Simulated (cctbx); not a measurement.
**Lattice, Laue class and space group of a new crystal**

Cell: a = 4.1180 Å, b = 4.1180 Å, c = 10.9740 Å, α = 90.00°, β = 90.00°, γ = 90.00°. Expected content of the cell: Nd2 V8.

Simulated single-crystal data (cctbx): Cu Kα, λ = 1.54184 Å, to d = 0.8 Å, 50 % of the full sphere, strongest reflection 5000 counts, noise from counting, a 4 % proportional error and a noise floor of 2 counts (s.d.); no absorption, some extinction.

A first pass over the reflections prints:

```text
744 reflections to d = 0.803 A
centring   violations  <I/sigma> of those
    A        172 of   362      8.3
    B        169 of   356      8.3
    C        169 of   360      7.8
    I          0 of   392      0.0
    R        232 of   499      7.6
    F        255 of   539      8.1
Laue class    unique    Rint  (classes that these axes allow; Friedel mates merged)
I 1 2/m 1         189   0.030
I 1 1 2/m         186   0.029
I 2/m 1 1         190   0.029
I m m m           125   0.032
I 4/m             102   0.035
I 4/m m m          75   0.036
space group    extra absences  I>4sigma  <I/sigma>
I 4 2 2                 0          0         -  acentric
I 4 m m                 0          0         -  acentric
I -4 m 2                0          0         -  acentric
I -4 2 m                0          0         -  acentric
I 4/m m m               0          0         -  centric
Wilson B = 0.25 A^2   <|E^2-1|> = 0.653 (0.968 centric, 0.736 acentric)   E^2>4: 0.0 %
shell (A)         n   <I/sigma>
 5.49 - 1.45     14     30.3
 1.45 - 1.16     14     33.7
 1.16 - 1.01     12     32.1
 1.01 - 0.92     11     34.3
 0.92 - 0.85     11     22.5
 0.85 - 0.80     13     30.0
```

**Question.** What are the lattice type, the Laue class and the likely space group?

The reflections that I centring forbids are absent (⟨I/σ⟩ near 0), so the lattice is I.

Rint stays low (0.029 to 0.036) up to I 4/m m m, the highest class in these axes.

5 settings pass the absence test. No glide or screw absences show, which leaves I 4 2 2, I 4 m m, I -4 m 2, I -4 2 m and I 4/m m m.

⟨|E²−1|⟩ = 0.653 leans to a non-centrosymmetric structure, or to twinning, which lowers it. Here that hint misleads: the statistic assumes many like atoms on general positions, and few, heavy or special-position atoms break it. The Wilson B of 0.25 Å² means U ≈ 0.0032 Å².

The true group is I4/mmm (no. 139), Laue class 4/mmm, centrosymmetric. The tables only narrow the choice to the tied entries; cell content, site symmetry and trial solutions must settle it.

This is a model crystal, built by substitution and not relaxed, with assumed displacement parameters.

[Logs are printed without paths, hosts, clocks, repeated set-up lines and the standing remarks that a program may print on its own settings, such as how far it seeks lower states.]
